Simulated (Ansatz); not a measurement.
# Direct or indirect: KTaO3 (Pm-3m)

```xyz
5
Lattice="3.9883 0.0000 0.0000 0.0000 3.9883 0.0000 0.0000 0.0000 3.9883" Properties=species:S:1:pos:R:3 pbc="T T T"
Ta    0.0000    0.0000    0.0000
K     1.9942    1.9942    1.9942
O     0.0000    0.0000    1.9942
O     0.0000    1.9942    0.0000
O     1.9942    0.0000    0.0000
```

Method: Ansatz, PBE, independent particles, without spin-orbit coupling, line width 0.1 eV (Gaussian). The band structure gives a fundamental gap of 2.22 eV. The spectrum of vertical transitions near the edge:

```csv
E (eV),"Im ε, E ∥ xyz"
1.74,0.00
1.86,0.00
1.98,0.00
2.10,0.00
2.22,0.00
2.34,0.00
2.46,0.00
2.58,0.00
2.70,0.01
2.82,0.19
2.94,0.78
3.06,1.68
3.18,2.94
3.30,4.06
3.42,4.53
3.54,4.69
3.66,4.77
3.78,4.82
3.90,4.86
4.02,4.86
```

Q: Is the gap direct or indirect, and about where do vertical transitions set in?

A: Indirect, by the band path, whose least direct gap is 2.83 eV. The curves fit this: they stay near zero above 2.22 eV and rise only from about 2.8 eV, though a forbidden direct transition would look alike. Lines are broadened by 0.1 eV, which spreads the edge, and phonons, which would give weak absorption from the fundamental gap up, are left out.

[Logs are printed without paths, hosts, clocks, repeated set-up lines and the standing remarks that a program may print on its own settings, such as how far it seeks lower states.]
